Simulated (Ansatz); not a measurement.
# KTaO3 (Pm-3m): lattice thermal conductivity, part 2 of 3

Wanted: κ(T), lifetimes and mean free paths for KTaO3.

Experimental results on record:
- thermal conductivity 17 W/m/K near room temperature (given in “Glass-like thermal conductivity and narrow insulating gap of EuTiO3”, 2023, arxiv:2307.02058)

Ansatz 0.2.0; DFT LDA, scalar-relativistic, plane waves, PAW.

So far, gap on the k-mesh (eV): step 2 (probe on a coarse mesh) 2.05; step 3 (relaxation) 2.13; step 4 (relaxing to small residual forces and stress) 2.17. The relaxed cell has a = 3.952 Å (conventional setting).

### 5. Anharmonic force constants and conductivity

Pairs of atoms inside the cutoff are displaced in a supercell, the forces give the cubic constants, and these give the three-phonon rates of the Boltzmann equation.

The input, input.yaml:

```yaml
crystal:
  lattice:
    - [3.9519792573, 0.0, 0.0]
    - [0.0, 3.9519792573, 0.0]
    - [0.0, 0.0, 3.9519792573]
  atoms:
    - { symbol: K, position: [0.5, 0.5, 0.5] }
    - { symbol: Ta, position: [0.0, 0.0, 0.0] }
    - { symbol: O, position: [0.5, 0.0, 0.0] }
    - { symbol: O, position: [0.0, 0.5, 0.0] }
    - { symbol: O, position: [0.0, 0.0, 0.5] }
kpoints:
  mp_grid: { grid: [6, 6, 6] }
hamiltonian:
  xc: lda
scf:
  occupations: { method: fixed }
output:
  eigenvalues: true
phonons:
  method: fd
  dielectric: true
  supercell: [3, 3, 3]
  temperatures: { t_max: 1000, t_step: 50 }
  qpath:
    path:
      - [[0.0, 0.0, 0.0], [0.0, 0.5, 0.0], [0.5, 0.5, 0.0], [0.0, 0.0, 0.0], [0.5, 0.5, 0.5], [0.0, 0.5, 0.0]]
      - [[0.5, 0.5, 0.0], [0.5, 0.5, 0.5]]
    npoints: 10
  third_order: { supercell: [3, 3, 3], pair_cutoff: 4.99 }
  lattice_thermal_conductivity:
    qmesh: [13, 13, 13]
    temperatures: [100.0, 150.0, 200.0, 300.0, 400.0, 500.0, 600.0, 800.0]
    isotope_mass_variance:
      - { species: K, variance: 0.000164 }
      - { species: O, variance: 3.359e-05 }
      - { species: Ta, variance: 3.668e-09 }
```

On the command line:

```console
$ ansatz run input.yaml --threads 18 --pin off --max-ram 92160MiB --backend cuda --events-out ev --progress --plain --runs-dir out
```

Numbers of over 12 decimals in the logs are rounded to 6 here.

The program printed:

```text
Warning: phonons.dielectric: true without phonons.rigid_motions: the static dielectric tensor ε⁰ will be withheld (ε∞, Z* and the rows of modes are given); for a crystal or a slab, whose only rigid motions are the translations, set phonons.rigid_motions: translations
Warning: phonons.third_order: as it is cut ahead of every solve, the batch solves 471 displaced supercells where 255 would do. It runs under 48 of the 1296 operations that the crystal's space group holds on the batch's supercell: the run's FFT boxes carry no more. The force constants lose no accuracy. For the smaller batch, try basis.xc_grid above 1 where it is 1, a denser FFT box (accuracy: high where it is lower, or a larger basis.ecutrho_ratio), or the same crystal shifted so that one of its atoms lies at the cell's origin: each can bring back operations that the batch needs, and none is sure to; [rest of the remark cut]
[...]
Crystal: 135 atoms, lattice volume = 1666.509 Å³
Basis set: ecut = 420 eV, 32531 PW (Γ)
Bands: 675, of which v1, the nominal top of the filled ones, is band 540 counted from 1 (539 counted from 0)
Symmetry: 1296 space group operations
k-points: 4 of 8
[...]
SCF iter   1: F=—  HF=-346977.628962 eV  |F-HF|=—  |Δ(HF+E_count)|=         —  Δρ=3.41e-8  dr2=1.59e-11  ethr=1.00e-12  ⟨swp⟩=3.0  Hψ=6702  notcnv=0  defer=87
[...]
SCF iter   2: F=-346977.628962 eV  HF=-346977.628962 eV  |F-HF|=1.16e-10  |Δ(HF+E_count)|=    0.00e0  Δρ=1.95e-8  dr2=4.90e-12  ethr=1.00e-12  ⟨swp⟩=11.0  Hψ=8879  notcnv=0
SCF 1 converged in 2 iterations: F = -346977.628962 eV  dr2 = 4.90e-12
[...]
Crystal: 5 atoms, lattice volume = 61.723 Å³
Basis set: ecut = 420 eV, 1213 PW (Γ), exchange–correlation on 54×54×54 points (8 copies of the dense FFT grid, shifted against one another)
Bands: 25, of which v1, the nominal top of the filled ones, is band 20 counted from 1 (19 counted from 0)
Symmetry: 48 space group operations
k-points: 40 of 216 (irreducible under 8 space group operations, time reversal used)
[...]
SCF 2 converged in 3 iterations: F = -12851.023296 eV  dr2 = 2.99e-11
[...]
SCF 21 converged in 10 iterations: F = -346977.614302 eV  dr2 = 2.26e-10
[...]
SCF 42 converged in 10 iterations: F = -346977.613522 eV  dr2 = 1.92e-10
[...]
SCF 63 converged in 10 iterations: F = -346977.613352 eV  dr2 = 2.00e-10
[...]
SCF 84 converged in 10 iterations: F = -346977.625140 eV  dr2 = 5.74e-11
[...]
SCF 105 converged in 10 iterations: F = -346977.615246 eV  dr2 = 1.06e-10
[...]
SCF 126 converged in 10 iterations: F = -346977.614890 eV  dr2 = 9.98e-11
[...]
SCF 147 converged in 9 iterations: F = -346977.615437 eV  dr2 = 7.61e-10
[...]
SCF 168 converged in 9 iterations: F = -346977.612810 eV  dr2 = 7.77e-10
[...]
SCF 189 converged in 9 iterations: F = -346977.613657 eV  dr2 = 8.08e-10
[...]
SCF 210 converged in 9 iterations: F = -346977.614394 eV  dr2 = 6.23e-10
[...]
SCF 231 converged in 10 iterations: F = -346977.604809 eV  dr2 = 2.49e-10
[...]
SCF 252 converged in 10 iterations: F = -346977.614982 eV  dr2 = 9.53e-11
[...]
SCF 273 converged in 9 iterations: F = -346977.614521 eV  dr2 = 6.23e-10
[...]
SCF 294 converged in 9 iterations: F = -346977.614330 eV  dr2 = 5.93e-10
[...]
SCF 315 converged in 9 iterations: F = -346977.612633 eV  dr2 = 4.21e-10
[...]
SCF 336 converged in 8 iterations: F = -346977.623735 eV  dr2 = 2.40e-10
[...]
SCF 357 converged in 9 iterations: F = -346977.614259 eV  dr2 = 6.21e-10
[...]
SCF 378 converged in 8 iterations: F = -346977.623824 eV  dr2 = 1.92e-10
[...]
SCF 399 converged in 9 iterations: F = -346977.612633 eV  dr2 = 4.19e-10
[...]
SCF 420 converged in 8 iterations: F = -346977.623820 eV  dr2 = 2.27e-10
[...]
SCF 441 converged in 10 iterations: F = -346977.624360 eV  dr2 = 4.00e-11
[...]
SCF 462 converged in 10 iterations: F = -346977.624430 eV  dr2 = 3.88e-11
[...]
5.450108     0.000000     0.000000
        0.000000     5.450108     0.000000
        0.000000     0.000000     5.450108
  ε⁰ (static dielectric tensor): not given — the deck does not say what the cell's rigid motions are, and on a molecule in a box or a wire the rigid rotations would enter the sum over the modes at Γ. For a crystal or a slab, whose only rigid motions are the translations, set phonons.rigid_motions: translations.
  Born effective charges Z* (e; rows j = field, columns β = displacement):
    site 0:
         1.15156    0.00000    0.00000
        -0.00000    1.15156   -0.00000
         0.00000   -0.00000    1.15156
    site 1:
         8.72196    0.00000    0.00000
        -0.00000    8.72196   -0.00000
         0.00000   -0.00000    8.72196
    site 2:
        -6.49725   -0.00000    0.00000
        -0.00000   -1.68813   -0.00000
         0.00000   -0.00000   -1.68813
    site 3:
        -1.68813    0.00000   -0.00000
         0.00000   -6.49725    0.00000
         0.00000    0.00000   -1.68813
    site 4:
        -1.68813    0.00000    0.00000
        -0.00000   -1.68813   -0.00000
         0.00000   -0.00000   -6.49725
  Z* charge neutrality: 1.374e-3 e pre-enforcement
  solved inside a basis spanned on the 6×6×6 k-mesh, on 8×8×8 k-points, its susceptibility summed on 10×10×10: ε∞ is read to err by 1.7e-2, Z* by 4.1e-2 e; Z* is corrected for what the basis lacks
  optical modes at Γ without the LO–TO term, one row a degenerate level:
      ω (cm⁻¹)  modes    IR ((D/Å)²/amu)
         85.33      3           137.9017
        180.74      3            14.5407
        244.59      3             0.0000
        553.13      3            86.2799
  optical modes at Γ + LO–TO along q̂ = [1.0000, 0.0000, 0.0000]:
      ω (cm⁻¹)  modes    IR ((D/Å)²/amu)
         85.33      2            91.9345
        172.99      1             0.0338
        180.74      2             9.6938
        244.59      3             0.0000
        394.58      1             6.7580
        553.13      2            57.5200
        815.36      1            72.7823
  optical modes at Γ + LO–TO along q̂ = [0.0000, 1.0000, 0.0000]:
      ω (cm⁻¹)  modes    IR ((D/Å)²/amu)
         85.33      2            91.9345
        172.99      1             0.0338
        180.74      2             9.6938
        244.59      3             0.0000
        394.58      1             6.7580
        553.13      2            57.5200
        815.36      1            72.7823
  optical modes at Γ + LO–TO along q̂ = [0.0000, 0.0000, 1.0000]:
      ω (cm⁻¹)  modes    IR ((D/Å)²/amu)
         85.33      2            91.9345
        172.99      1             0.0338
        180.74      2             9.6938
        244.59      3             0.0000
        394.58      1             6.7580
        553.13      2            57.5200
        815.36      1            72.7823
  density of states and harmonic sums: on the 18×18×18 q-mesh, interpolated from the force constants of a 3×3×3 supercell (with the dipole–dipole term)
  largest difference from the sums on the solved wave vectors: F 4.77e-3 eV, S 1.02e-5 and C_V 9.27e-6 eV/K
  zero-point energy: 0.296289 eV/cell   skipped modes (ω ≤ 0): 3   left out of the sums: 3.43e-5 of the cell's modes: C_V's classical limit lies that fraction below 3 k_B per atom; for a crystal, a wire or a layer, F and S can be off by more, and a phonons.interpolated_qmesh denser along its periods is the remedy for the sampling
--- Third-order force constants: 471 member SCFs in a 3×3×3 supercell (pair cutoff 4.990 Å, amplitude 0.03 Å, SCF threshold 1.00e-9 eV, Σ member SCF iterations 4442) ---
  symmetry images taken by strict's conditions (phonons.symmetry_images: auto; settled by no image being taken that strict refuses)
  sum-rule residual: 1.960e0 → 3.540e-14 eV/Å³; symmetrization residual: 8.168e-2 eV/Å³; largest sum-rule correction relative to its orbit: 4.863e-1, on the orbit of the block of home site 1 with site 2 of cell (-1, -1, 0) and site 2 of cell (-1, -1, 0), whose norm before the correction was 2.037e0 eV/Å³
--- Lattice thermal conductivity: 13×13×13 mesh (84 irreducible points), tetrahedron method ---
  three-phonon and isotope scattering only; four-phonon, boundary and, in a metal, phonon-electron scattering are left out
  each conductivity is what the modes' populations carry and what the coherences between them add
  conductivity (a third of the tensor's trace), W/(m K), in the relaxation-time approximation and from the full solution:
       T (K)   relaxation time   full solution  iterations             ending  least Ritz value
      100.00           29.5588         37.4151           8          converged          5.480e-1
      150.00           20.8690         25.4948           7          converged          5.823e-1
      200.00           16.3586         19.6202           7          converged          5.997e-1
      300.00           11.6130         13.6591           7          converged          6.149e-1
      400.00            9.1243         10.6145           7          converged          6.210e-1
      500.00            7.5741          8.7472           7          converged          6.239e-1
      600.00            6.5097          7.4778           7          converged          6.255e-1
      800.00            5.1403          5.8589           7          converged          6.271e-1
```

Run time: 10 min. Hardware: 1 × NVIDIA GB200 with 18 threads of Arm Neoverse V2, shared host; peak memory 5.4 GiB; 1.7 h of CPU time.

This step gave:

* lowest frequency on the path: 0 cm⁻¹
* zero-point energy: 0.2963 eV/cell
* point group: m-3m
* highest frequency: 960.1 cm⁻¹
* mean sound speed: 4.619 km/s
* Debye temperature elastic: 595 K
* Debye temperature from the second moment: 708 K
* κ at 300 K (relaxation time): 11.61 W/m/K
* κ at 300 K (full solution): 13.66 W/m/K
* dipole term: run
* mean free path at half of κ: 7.58 nm
* share of κ above the three lowest branches: 0.496
* third-order blocks: 6215
* periodic aliases dropped: 606
* largest relative sum-rule correction: 0.4863
* displaced cells, third order: 471

LO-TO term included. The phonon branches at the labelled points (cm⁻¹):

| point | branch 1 | branch 2 | branch 3 | branch 4 | branch 12 | branch 13 | branch 14 | branch 15 |
| --- | --- | --- | --- | --- | --- | --- | --- | --- |
| Γ | 0 | 0 | 0 | 85 | 395 | 553 | 553 | 815 |
| halfway | 49 | 49 | 145 | 145 | 404 | 542 | 542 | 843 |
| X | 64 | 64 | 163 | 163 | 415 | 530 | 530 | 871 |
| halfway | 64 | 142 | 153 | 163 | 430 | 516 | 593 | 894 |
| M | 65 | 144 | 155 | 155 | 440 | 499 | 642 | 932 |
| halfway | 57 | 117 | 164 | 164 | 417 | 530 | 581 | 858 |
| Γ | 0 | 0 | 0 | 85 | 395 | 553 | 553 | 815 |
| halfway | 133 | 133 | 152 | 191 | 417 | 572 | 572 | 877 |
| R | 130 | 130 | 130 | 178 | 424 | 584 | 584 | 960 |
| halfway | 148 | 153 | 163 | 170 | 427 | 563 | 588 | 912 |
| X | 64 | 64 | 163 | 163 | 415 | 530 | 530 | 871 |
| jump to M | 65 | 144 | 155 | 155 | 440 | 499 | 642 | 932 |
| halfway | 137 | 164 | 164 | 171 | 432 | 554 | 614 | 942 |
| R | 130 | 130 | 130 | 178 | 424 | 584 | 584 | 960 |

W/m/K. Kappa, by row:

| T (K) | RTA xx | RTA yy | RTA zz | full xx | full yy | full zz | coherence part xx | coherence part yy | coherence part zz | ending | iterations | least Ritz value |
| --- | --- | --- | --- | --- | --- | --- | --- | --- | --- | --- | --- | --- |
| 100 | 29.56 | 29.56 | 29.56 | 37.42 | 37.42 | 37.42 | 0.2306 | 0.2306 | 0.2306 | converged | 8 | 0.548 |
| 150 | 20.87 | 20.87 | 20.87 | 25.49 | 25.49 | 25.49 | 0.3867 | 0.3867 | 0.3867 | converged | 7 | 0.582 |
| 200 | 16.36 | 16.36 | 16.36 | 19.62 | 19.62 | 19.62 | 0.4817 | 0.4817 | 0.4817 | converged | 7 | 0.6 |
| 300 | 11.61 | 11.61 | 11.61 | 13.66 | 13.66 | 13.66 | 0.5835 | 0.5835 | 0.5835 | converged | 7 | 0.615 |
| 400 | 9.124 | 9.124 | 9.124 | 10.61 | 10.61 | 10.61 | 0.6361 | 0.6361 | 0.6361 | converged | 7 | 0.621 |
| 500 | 7.574 | 7.574 | 7.574 | 8.747 | 8.747 | 8.747 | 0.6674 | 0.6674 | 0.6674 | converged | 7 | 0.624 |
| 600 | 6.51 | 6.51 | 6.51 | 7.478 | 7.478 | 7.478 | 0.6882 | 0.6882 | 0.6882 | converged | 7 | 0.625 |
| 800 | 5.14 | 5.14 | 5.14 | 5.859 | 5.859 | 5.859 | 0.7149 | 0.7149 | 0.7149 | converged | 7 | 0.627 |

Table of lattice thermal conductivity by temperature:

| temperature (K) | RTA xx (W/m/K) | full xx (W/m/K) |
| --- | --- | --- |
| 100 | 29.6 | 37.4 |
| 150 | 20.9 | 25.5 |
| 200 | 16.4 | 19.6 |
| 300 | 11.6 | 13.7 |
| 400 | 9.12 | 10.6 |
| 500 | 7.57 | 8.75 |
| 600 | 6.51 | 7.48 |
| 800 | 5.14 | 5.86 |

The modes has structure finer than the step of the table below, so its rows give means over 50 cm⁻¹, whole bins alone (the curve runs from -10 to 997 cm⁻¹). Peaks (cm⁻¹: height): K 161.1: 0.0669; O 211.7: 0.0318, 313.1: 0.0222, 427.2: 0.0333, 547.5: 0.0264, 877.0: 0.0109; Ta 72.4: 0.0170, 110.4: 0.0132, 154.7: 0.0179, 211.7: 0.0141, 275.1: 0.00964, 420.8: 0.00278.

Phonopy on the run's constants, 15x15x15 mesh, Gaussian sigma 7.2 cm⁻¹. Table of modes by wavenumber; means over each step; values in 1/cm⁻¹/cell:

| wavenumber (cm⁻¹) | K | O | Ta |
| --- | --- | --- | --- |
| 50 | 4.8e-4 | 1.9e-4 | 0.00785 |
| 100 | 0.00199 | 0.00113 | 0.0119 |
| 150 | 0.0358 | 0.0112 | 0.0126 |
| 200 | 0.0192 | 0.0261 | 0.0101 |
| 250 | 0.00176 | 0.0197 | 0.00895 |
| 300 | 5.0e-4 | 0.0189 | 0.00497 |
| 350 | 1.1e-4 | 0.0156 | 0.00136 |
| 400 | 9.7e-5 | 0.0192 | 0.00133 |
| 450 | 2.9e-5 | 0.00839 | 4.8e-4 |
| 500 | 0 | 0.00430 | 8.7e-6 |
| 550 | 0 | 0.0221 | 3.0e-5 |
| 600 | 0 | 0.0123 | 5.7e-6 |
| 650 | 0 | 0.00123 | 0 |
| 700 | 0 | 0 | 0 |
| 750 | 0 | 0 | 0 |
| 800 | 3.4e-6 | 5.3e-4 | 3.2e-5 |
| 850 | 2.0e-5 | 0.00632 | 1.7e-4 |
| 900 | 9.7e-6 | 0.00960 | 1.0e-4 |
| 950 | 0 | 0.00319 | 1.6e-5 |

Distinct triplets, nearest first. Third order norms, by row:

| sites | side 1 (Å) | side 2 (Å) | side 3 (Å) | norm of the 27 components (eV/Å³) |
| --- | --- | --- | --- | --- |
| K-K-K | 0 | 0 | 0 | 0 |
| Ta-Ta-Ta | 0 | 0 | 0 | 0 |
| O-O-O | 0 | 0 | 0 | 0 |
| Ta-O-O | 0 | 1.98 | 1.98 | 81.75 |
| Ta-O-Ta | 0 | 1.98 | 1.98 | 81.93 |
| Ta-O-O | 1.98 | 1.98 | 2.79 | 2.753 |
| K-K-O | 0 | 2.79 | 2.79 | 2.976 |
| K-O-O | 0 | 2.79 | 2.79 | 3.21 |
| K-O-O | 2.79 | 2.79 | 2.79 | 0.416 |
| O-O-O | 0 | 2.79 | 2.79 | 6.259 |
| O-O-O | 2.79 | 2.79 | 2.79 | 0.337 |
| K-Ta-O | 1.98 | 2.79 | 3.42 | 0.738 |
| K-K-Ta | 0 | 3.42 | 3.42 | 3.468 |
| K-Ta-Ta | 0 | 3.42 | 3.42 | 3.369 |
| Ta-Ta-O | 1.98 | 1.98 | 3.95 | 6.533 |
| Ta-O-O | 1.98 | 1.98 | 3.95 | 7.981 |
| K-K-O | 2.79 | 2.79 | 3.95 | 0.042 |
| K-O-O | 2.79 | 2.79 | 3.95 | 0.184 |
| O-O-O | 2.79 | 2.79 | 3.95 | 1.156 |
| O-O-O | 2.79 | 2.79 | 3.95 | 0.585 |
| K-K-Ta | 3.42 | 3.42 | 3.95 | 0.061 |
| K-Ta-Ta | 3.42 | 3.42 | 3.95 | 0.53 |
| K-K-K | 0 | 3.95 | 3.95 | 0.406 |
| Ta-Ta-Ta | 0 | 3.95 | 3.95 | 8.288 |
| O-O-O | 0 | 3.95 | 3.95 | 8.666 |
| O-O-O | 0 | 3.95 | 3.95 | 0.802 |
| Ta-O-O | 1.98 | 2.79 | 4.42 | 1.484 |
| K-Ta-O | 2.79 | 3.42 | 4.42 | 0.295 |
| Ta-O-O | 1.98 | 3.95 | 4.42 | 0.464 |
| Ta-O-Ta | 1.98 | 3.95 | 4.42 | 1.116 |

Born charge (rows field, columns displacement) (e), principal values of the symmetric part by kind of site:

| atom | atoms with these values | low | middle | high | mean |
| --- | --- | --- | --- | --- | --- |
| K1 | 1 | 1.15 | 1.15 | 1.15 | 1.15 |
| Ta2 | 1 | 8.72 | 8.72 | 8.72 | 8.72 |
| O3 | 3 | -6.50 | -1.69 | -1.69 | -3.29 |

In full for Ta2:

```
8.72 0.00 0.00
0.00 8.72 0.00
0.00 0.00 8.72
```

RTA, 300 K. Kappa by branch, by row:

| branch (by rank) | mean frequency (THz) | mean rms speed (km/s) | median lifetime (ps) | share of kappa |
| --- | --- | --- | --- | --- |
| 1 | 2.94 | 3.36 | 2.96 | 0.275 |
| 2 | 3.77 | 2.45 | 2.77 | 0.141 |
| 3 | 4.59 | 1.24 | 3.09 | 0.087 |
| 4 | 4.98 | 1.23 | 3.57 | 0.034 |
| 5 | 5.43 | 2.14 | 2.49 | 0.081 |
| 6 | 6.02 | 2.03 | 2.11 | 0.06 |
| 7 | 6.46 | 2.09 | 1.87 | 0.056 |
| 8 | 7.31 | 3.51 | 1.08 | 0.089 |
| 9 | 8.21 | 3.14 | 1.12 | 0.061 |
| 10 | 10.03 | 3.23 | 0.73 | 0.041 |
| 11 | 10.52 | 2.9 | 0.643 | 0.033 |
| 12 | 12.66 | 0.8 | 0.856 | 0.003 |
| 13 | 16.22 | 2.08 | 0.815 | 0.013 |
| 14 | 17.5 | 2.47 | 0.48 | 0.012 |
| 15 | 26.64 | 2.42 | 0.996 | 0.014 |

The spectral kappa at 300 K by frequency; read off at these points; values in W/m/K/THz:

| frequency (THz) | relaxation time (W/m/K/THz) | full solution (W/m/K/THz) |
| --- | --- | --- |
| 0.2 | 0 | 0 |
| 1.2 | 0.269 | 0.369 |
| 2.2 | 2.69 | 3.23 |
| 3.2 | 1.61 | 2.11 |
| 3.8 | 2.00 | 2.46 |
| 4.2 | 1 | 1.31 |
| 5.2 | 1.60 | 1.80 |
| 6.2 | 1.37 | 1.64 |
| 7.2 | 0.925 | 1.06 |
| 8.2 | 0.751 | 0.829 |
| 9.2 | 0.422 | 0.445 |
| 10.2 | 0.156 | 0.175 |
| 11.2 | 0.193 | 0.206 |
| 12.2 | 0.0672 | 0.0813 |
| 13.2 | 0.00271 | 0.00142 |
| 14.2 | 0 | 0 |
| 14.8 | 1.6e-4 | 1.7e-4 |
| 15.8 | 0.0799 | 0.0881 |
| 16.8 | 0.120 | 0.135 |
| 17.8 | 0.0683 | 0.0788 |
| 18.8 | 0.00918 | 0.0111 |
| 19.8 | 0 | 0 |
| 20.8 | 0 | 0 |
| 21.8 | 0 | 0 |
| 22.8 | 0 | 0 |
| 23.8 | 0 | 0 |
| 24.8 | 0.00169 | 7.1e-4 |
| 25.8 | 0.0146 | 0.00551 |
| 26.8 | 0.0625 | 0.0569 |
| 27.8 | 0.0826 | 0.0842 |
| 28.8 | 7.2e-4 | 9.2e-4 |

Relaxation-time solution. The share of κ carried by shorter paths by mean free path:

| mean free path (nm) | 100 K | 300 K | 800 K |
| --- | --- | --- | --- |
| 0.316 | 0 | 0 | 0.006 |
| 0.464 | 0 | 0 | 0.018 |
| 0.681 | 0 | 0.002 | 0.05 |
| 1 | 0 | 0.006 | 0.169 |
| 1.47 | 0 | 0.02 | 0.27 |
| 2.15 | 0 | 0.073 | 0.44 |
| 3.16 | 0.001 | 0.174 | 0.604 |
| 4.64 | 0.005 | 0.293 | 0.745 |
| 6.81 | 0.025 | 0.461 | 0.937 |
| 10 | 0.055 | 0.604 | 0.956 |
| 14.7 | 0.11 | 0.81 | 0.957 |
| 21.5 | 0.195 | 0.943 | 0.97 |
| 31.6 | 0.328 | 0.95 | 0.988 |
| 46.4 | 0.468 | 0.954 | 0.992 |
| 68.1 | 0.817 | 0.98 | 1 |
| 100 | 0.915 | 0.987 | 1 |
| 147 | 0.921 | 1 | 1 |
| 215 | 0.938 | 1 | 1 |
| 316 | 0.961 | 1 | 1 |
| 464 | 0.978 | 1 | 1 |
| 681 | 1 | 1 | 1 |

(Continued in part 3 of 3.)

[Logs are printed without paths, hosts, clocks, repeated set-up lines and the standing remarks that a program may print on its own settings, such as how far it seeks lower states.]

[Hosts, paths, dates, database ids (printed as entryN), source tags and the programs' standing remarks are cut or masked in the printed files.]

[A step with changed settings may run another functional than the one named; its input shows which.]
